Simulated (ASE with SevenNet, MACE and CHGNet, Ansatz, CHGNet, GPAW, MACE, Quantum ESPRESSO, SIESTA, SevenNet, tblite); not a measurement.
## KH6C3NO5 (P2_1/c) (64 atoms) in machine-learned potentials

Aim: run KH6C3NO5 (P2_1/c) (64 atoms) in machine-learned potentials and see how near its forces come to a plane-wave reference, and at what cost.

Calculated with ASE with SevenNet, MACE and CHGNet; the method is named at each step.

### 1. Set-up

The cell holds 64 atoms: 4 K, 24 H, 12 C, 4 N and 20 O. Its edges and angles: a = 7.457 Å, b = 13.002 Å, c = 6.816 Å, α = 90.0°, β = 105.4°, γ = 90.0°. It derives from KH6C3NO5 (P2_1/c), repeated 1×1×1. KH6C3NO5, space group P2_1/c, structure from the Crystallography Open Database, 1 x 1 x 1 conventional cells; every coordinate displaced by a Gaussian of 0.01 Å; bonds to H set to neutron lengths (C-H 1.089, N-H 1.015, O-H 0.983, B-H 1.19 Å) where the listed ones are shorter. Then every atom was moved at random, 0.05 Å r.m.s. a Cartesian component (hydrogen 0.6 of that).

The yardstick, on the same geometry:

```
method                                           : Kohn-Sham DFT, PBE, PAW, plane waves (Ansatz 0.2.0); cutoff 420 eV, Γ point, fermi-dirac smearing of 0.05 eV; PAW set soft_2
r.m.s. force component                           : 1.996 eV/Å
longest force                                    : 9.624 eV/Å
pressure                                         : 1.782 GPa
gap (highest filled to lowest empty level) : 3.546 eV
SCF cycles                                       : 10
time                                             : 3.9 s on 4 threads of Arm Neoverse V2, shared host
CPU time                                         : 14 s
```

### 2. SevenNet 0 potential

Method: machine-learned interatomic potential SevenNet 0, trained on PBE(+U) plane-wave data.

run.py reads:

```python
import numpy as np
from ase.io import read
import mlip  # loads the published weights by name

atoms = read("structure.xyz")
atoms.calc = mlip.calc("7net-0")
energy = atoms.get_potential_energy()
forces = atoms.get_forces()
print(f"energy {energy:.6f} eV")
print("forces (eV/A)")
for i, (a, f) in enumerate(zip(atoms, forces)):
    print(f"{i:4d} {a.symbol:2s} {f[0]:10.5f} {f[1]:10.5f} {f[2]:10.5f}")
stress = -atoms.get_stress(voigt=False) * 160.21766
print("stress (GPa, compression positive)")
for row in stress:
    print(" ".join(f"{x:10.4f}" for x in row))
```

structure.xyz reads:

```xyz
64
Lattice="7.45700 0.00000 0.00000 0.00000 13.00200 0.00000 -1.81118 0.00000 6.57096" Properties=species:S:1:pos:R:3 pbc="T T T"
K 3.53922 8.30035 0.51194
K 2.93294 1.82314 2.63495
K 2.05905 4.70243 5.89579
K 2.72846 11.21761 3.88055
H 5.55299 9.55920 6.26574
H -0.77787 3.00151 3.67080
H 0.13270 3.45268 0.40891
H 6.40721 10.06732 2.90936
H 5.79504 11.11021 5.44089
H -1.08407 4.58776 4.39157
H -0.22500 1.91845 1.05438
H 6.73941 8.35834 2.18813
H 3.90552 11.68828 0.83385
H 2.63617 5.15516 2.55669
H 1.68398 1.35741 5.77101
H 2.96181 7.83071 4.04903
H 0.00727 12.50441 6.20036
H 4.70421 6.01720 3.57992
H 5.66533 0.51735 0.32888
H 0.90129 7.01900 2.94767
H 6.26191 6.35655 0.90101
H 0.24065 12.87289 2.36693
H -0.64699 6.74102 5.64978
H 5.40616 0.15719 4.19963
H 4.42135 6.96036 5.99916
H 0.38186 0.47444 3.82358
H 1.26274 5.99938 0.51819
H 5.26804 12.55135 2.77019
C 6.27493 11.10683 0.49854
C 0.29007 4.68735 2.70678
C -0.66052 1.84459 6.00402
C 5.40202 8.31270 3.77180
C -1.62397 10.60807 6.39525
C 6.49429 4.04609 3.47998
C 7.33124 2.43241 0.11999
C 6.55505 8.84422 3.16188
C 1.24684 10.72288 0.68220
C 5.26748 4.26115 2.57713
C 4.42728 2.27236 5.83396
C 0.33291 8.81185 4.01794
N 2.10300 11.89189 0.43513
N 4.37204 5.27491 2.91560
N 3.58406 1.19488 6.22270
N 1.13369 7.62788 3.69367
O 5.17264 10.73874 0.11815
O 1.43517 4.21863 3.16615
O 0.45796 2.26898 6.48501
O 4.21262 8.71381 3.31111
O 6.35586 12.06664 1.35204
O 0.16165 5.62180 1.80511
O -0.77221 0.89857 5.19855
O 5.43468 7.36472 4.66919
O 1.55421 9.94887 1.63479
O 5.00032 3.47999 1.74866
O 4.07072 3.12646 4.93216
O 0.73522 9.51356 4.93886
[... 4 atom lines left out ...]
O 5.62444 6.75012 0.26028
O 0.83291 0.16799 2.92007
O -0.12644 6.33444 6.25693
O 4.80220 12.81217 3.55016
```

Command:

```bash
$ OMP_NUM_THREADS=1 python run.py > output.txt
```

Output:

```text
energy -376.683411 eV
forces (eV/A)
   0 K     0.02254   -0.00389    0.34943
   1 K     0.10686    0.05999    0.02309
   2 K     0.00001   -0.03953    0.02462
   3 K    -0.12205   -0.07474    0.06259
   4 H     0.28542   -0.24664   -0.23869
   5 H     0.02660   -0.41660   -0.07942
   6 H    -0.19863    0.33084   -0.37743
   7 H     0.08150   -3.25410    0.53804
   8 H     0.60528    0.36142   -0.39139
   9 H    -0.01511    0.39091    0.91345
  10 H    -0.22056   -0.68487    0.74892
  11 H     0.00143    0.12561    0.21640
  12 H     1.40177   -0.79979   -0.60143
  13 H    -0.12528    0.63713   -1.43398
  14 H     1.03707   -0.43989   -0.50296
  15 H     0.17248   -0.02550    0.06168
  16 H     0.65174   -0.23622    0.86440
  17 H    -0.49096   -0.54352   -0.56443
  18 H     0.38385   -1.05760    0.85463
  19 H    -0.38728   -0.93736   -1.21776
  20 H     0.01941   -0.16523    0.01558
  21 H    -6.07267   -3.06957   -5.21287
  22 H    -3.67818    2.18991   -3.07065
  23 H     1.13900    0.70262    0.81556
[...]
56 O     0.26362    1.15904    1.42189
  57 O    -0.01133   -1.55482    2.16886
  58 O    -0.41487    0.56903    1.59060
  59 O     2.38699   -0.54102    0.92397
  60 O     1.39592    0.43330   -1.69706
  61 O     5.35652    3.84491    7.63534
  62 O     4.26549   -2.64706    3.60974
  63 O    -2.32737   -0.16108    0.61699
stress (GPa, compression positive)
    2.4320     1.6348     3.8281
    1.6348    -0.8826     3.4909
    3.8281     3.4909     2.7829
```

It took 7.7 s on 1 thread of Arm Neoverse V2, shared host; peak memory 0.91 GiB.

Banners, paths, timers and routine set-up lines are dropped from the logs unmarked, and long logs keep their key lines alone; longer cuts are marked.

Numbers from this run, and their distance from the reference:

```yaml
r_m_s_force_component: 2.003 eV/Å
r_m_s_difference_of_force_components: 259.6 meV/Å
longest_difference_of_force_vectors: 1365 meV/Å
force_difference_over_r_m_s_force: 13.01 %
slope_of_forces_against_the_reference_s: 0.9948
correlation_of_force_components: 0.9916
pressure: 1.444 GPa
pressure_difference: -0.3378 GPa
```

Length of the force difference by element (eV/Å):

```csv
element,atoms,mean,most
C,12,0.73,1.4
H,24,0.21,0.61
K,4,0.077,0.13
N,4,0.32,0.43
O,20,0.37,0.72
```

A closer look about O62, which bears the longest force: 14 atoms, nearest first, numbered in the order of the input, with positions taken from that point.

```csv
atom,x,y,z,distance (Å),bonds,Fx,Fy,Fz (eV/Å)
O62,0.00,0.00,0.00,0.00,4,5.36,3.84,7.64
H22,-0.59,-0.30,-0.55,0.86,1,-6.07,-3.07,-5.21
H26,-0.45,0.31,0.90,1.06,1,0.60,-0.78,-2.19
K2,2.10,1.66,-0.29,2.69,8,0.11,0.06,0.02
O49,-1.93,-1.10,-1.57,2.72,1,0.90,0.14,0.34
H11,-1.06,1.75,-1.87,2.77,1,-0.22,-0.68,0.75
O51,-1.61,0.73,2.28,2.88,1,-0.01,-1.16,-1.33
K4,1.90,-1.95,0.96,2.89,8,-0.12,-0.07,0.06
O59,1.68,0.71,2.40,3.01,4,-0.41,0.57,1.59
O57,2.31,-1.01,-1.71,3.05,4,0.26,1.16,1.42
N41,1.27,-1.28,-2.48,3.07,3,-4.40,-3.05,-1.45
H28,-3.02,-0.62,-0.15,3.09,1,1.33,-0.51,-1.56
H24,-2.88,-0.01,1.28,3.15,1,1.14,0.70,0.82
H15,0.85,1.19,2.85,3.20,1,1.04,-0.44,-0.50
```

Atoms are counted from 1 here, from 0 in the log.

Forces lie 13 % from the reference's, at 0.53 times its CPU time (on 1 against 4 cores).

### 3. MACE MP-0b2 small potential

Method: machine-learned interatomic potential MACE MP-0b2 small, trained on PBE(+U) plane-wave data.

run.py, as its differences from that of step 2:

```diff
@@ -5,3 +5,3 @@
 atoms = read("structure.xyz")
-atoms.calc = mlip.calc("7net-0")
+atoms.calc = mlip.calc("mace-mp-0b2-small")
 energy = atoms.get_potential_energy()
```

structure.xyz is that of step 2.

Output:

```text
energy -375.471559 eV
forces (eV/A)
   0 K     0.04019    0.02936    0.32849
   1 K     0.04196    0.08126    0.08096
   2 K    -0.05284   -0.01974    0.10163
   3 K    -0.08448   -0.14119   -0.00824
   4 H     0.27123   -0.33602   -0.35768
   5 H     0.09877   -0.41777   -0.07448
   6 H    -0.17599    0.34626   -0.36193
   7 H     0.08351   -3.12034    0.50587
   8 H     0.53763    0.34898   -0.50700
   9 H    -0.03013    0.48524    0.90291
  10 H    -0.18706   -0.77435    0.66229
  11 H    -0.00951    0.03466    0.25995
  12 H     1.32773   -0.89962   -0.65469
  13 H    -0.23830    0.45343   -1.33654
  14 H     0.78122   -0.19950   -0.37398
  15 H     0.27225    0.15953   -0.04993
  16 H     0.61464    0.00743    0.72904
  17 H    -0.31543   -0.32326   -0.43098
  18 H     0.54370   -1.25681    0.94821
  19 H    -0.32667   -1.08204   -1.25789
  20 H    -0.03663   -0.14589   -0.03030
  21 H    -5.96653   -3.06369   -5.23446
  22 H    -3.55442    2.15321   -3.05180
  23 H     1.06509    0.66986    0.78495
[...]
56 O     0.28123    1.39110    1.58202
  57 O     0.03116   -1.32615    1.88575
  58 O    -0.29598    0.27255    1.37674
  59 O     1.87484   -0.71992    0.83571
  60 O     1.37447    0.33738   -1.61593
  61 O     5.28511    3.87573    7.75721
  62 O     4.22453   -2.65695    3.65371
  63 O    -2.26294   -0.11076    0.53194
stress (GPa, compression positive)
    3.2600     1.6543     3.9035
    1.6543    -0.1420     3.6194
    3.9035     3.6194     2.8109
```

It took 7.2 s on 1 thread; peak memory 0.66 GiB.

Numbers from this run, and their distance from the reference:

```yaml
r_m_s_force_component: 1.984 eV/Å
r_m_s_difference_of_force_components: 240.6 meV/Å
longest_difference_of_force_vectors: 932.6 meV/Å
force_difference_over_r_m_s_force: 12.05 %
slope_of_forces_against_the_reference_s: 0.9865
correlation_of_force_components: 0.9927
pressure: 1.976 GPa
pressure_difference: 0.1944 GPa
```

Against the first run (13 %), the force difference from the reference is 12 %, at 0.96 times the CPU time.

### 4. CHGNet 0.3.0 potential

Method: machine-learned interatomic potential CHGNet 0.3.0, trained on PBE(+U) plane-wave data.

run.py, as its differences from that of step 3:

```diff
@@ -5,3 +5,3 @@
 atoms = read("structure.xyz")
-atoms.calc = mlip.calc("mace-mp-0b2-small")
+atoms.calc = mlip.calc("chgnet-0.3.0")
 energy = atoms.get_potential_energy()
```

structure.xyz is that of step 3.

Output:

```text
CHGNet v0.3.0 initialized with 412,525 parameters
CHGNet will run on cpu
energy -390.310181 eV
forces (eV/A)
   0 K    -0.00178    0.00734    0.29443
   1 K     0.08990    0.02667    0.03727
   2 K    -0.00367    0.00823    0.07888
   3 K    -0.11920   -0.09354    0.00925
   4 H     0.15642   -0.25107   -0.27700
   5 H     0.09580   -0.45438    0.07801
   6 H    -0.17783    0.30341   -0.25690
   7 H     0.23581   -3.17031    0.53934
   8 H     0.45780    0.28189   -0.45014
   9 H     0.04856    0.36204    0.85187
  10 H    -0.19623   -0.58833    0.71946
  11 H    -0.03658    0.15374    0.07283
  12 H     1.37384   -0.77366   -0.49188
  13 H    -0.40947    0.47704   -1.23988
  14 H     0.61658   -0.25717   -0.42528
  15 H     0.41969    0.10297    0.13819
  16 H     0.62307    0.03285    0.68285
  17 H    -0.43979   -0.27830   -0.68458
  18 H     0.24581   -1.39523    0.80830
  19 H    -0.24126   -1.23091   -1.22583
  20 H    -0.01427   -0.07648   -0.00718
  21 H    -6.23612   -3.08559   -5.36649
  22 H    -3.63598    2.22119   -3.09443
  23 H     1.14511    0.62314    0.85283
[...]
56 O     0.13892    1.16734    1.13051
  57 O     0.13963   -1.23699    1.99514
  58 O    -0.06529    0.52055    1.63709
  59 O     2.05214   -0.40246    0.73982
  60 O     1.30562    0.35421   -1.78526
  61 O     5.43946    3.93625    7.99700
  62 O     4.25029   -2.70008    3.81536
  63 O    -2.34305   -0.10033    0.41389
stress (GPa, compression positive)
    3.7806     1.5422     3.2888
    1.5422     0.4082     3.1990
    3.2888     3.1990     2.9824
```

Run time: 3.6 s. Hardware: 1 thread; peak memory 1.4 GiB.

Numbers from this run, and their distance from the reference:

* r.m.s. force component: 1.825 eV/Å
* r.m.s. difference of force components: 453.5 meV/Å
* longest difference of force vectors: 2801 meV/Å
* force difference over r.m.s. force: 22.72 %
* slope of forces against the reference's: 0.8921
* correlation of force components: 0.9758
* pressure: 2.39 GPa
* pressure difference: 0.6085 GPa

Against the first run (13 %), the force difference from the reference is 23 %, at 0.48 times the CPU time.

### 5. Side by side

Differences are against the plane-wave reference, forces as r.m.s. over components; share is that over the reference's r.m.s. force, slope the least-squares factor from reference forces to these. Total energies of different programs have different zeros and aren't compared.

```
                        run  Δ force, r.m.s. (meV/Å)  share (%)  slope  Δ pressure (GPa)  cores  CPU time  memory (GiB)
                  reference                        -          -      -                 -      4      14 s          0.73
       SevenNet 0 potential                      260       13.0  0.995            -0.338      1     7.4 s          0.91
MACE MP-0b2 small potential                      241       12.1  0.987             0.194      1     7.1 s          0.66
     CHGNet 0.3.0 potential                      454       22.7  0.892             0.609      1     3.5 s           1.4
```

Times of the machine-learned potentials are mostly Python's start and the loading of weights.

CPU time is summed over cores on a shared host, where runs went side by side, so it is rough. Symmetry, cutoffs, thresholds, outputs and thread counts weren't matched or tuned between programs; memory under MPI is the largest rank's times the ranks.

### 6. What came out

```json
{"nearest in forces": "MACE MP-0b2 small potential, 12 %", "its CPU time": "7.1 s"}
```

Machine-learned potentials differ by 12 % (MACE MP-0b2 small potential) to 23 % (CHGNet 0.3.0 potential); they were trained on other programs' data. Machine-learned potentials mimic data converged in k, so the reference's own k-point error enters their differences. The reference's stress is far from hydrostatic: its diagonal is 3.2, -0.7, 2.8 GPa, compression counted positive. The reference's PBE has no dispersion term, which matters for the binding between molecules or layers. The published positions, changed by the recipe (random displacements or longer bonds to H), lie far from the minimum at this level of theory. The reference's pressure of 1.8 GPa belongs to a cell and atoms that aren't relaxed at this level. The electronic-structure runs sample only Γ, in a cell whose shortest periodic width is 7 Å.

[Also dropped from logs without a mark: logging warnings of Python, and SIESTA's first energy breakdown and zero terms.]

[Logs are printed without paths, hosts, clocks, repeated set-up lines and the standing remarks that a program may print on its own settings, such as how far it seeks lower states.]

[Hosts, paths, dates, database ids (printed as entryN), source tags and the programs' standing remarks are cut or masked in the printed files.]
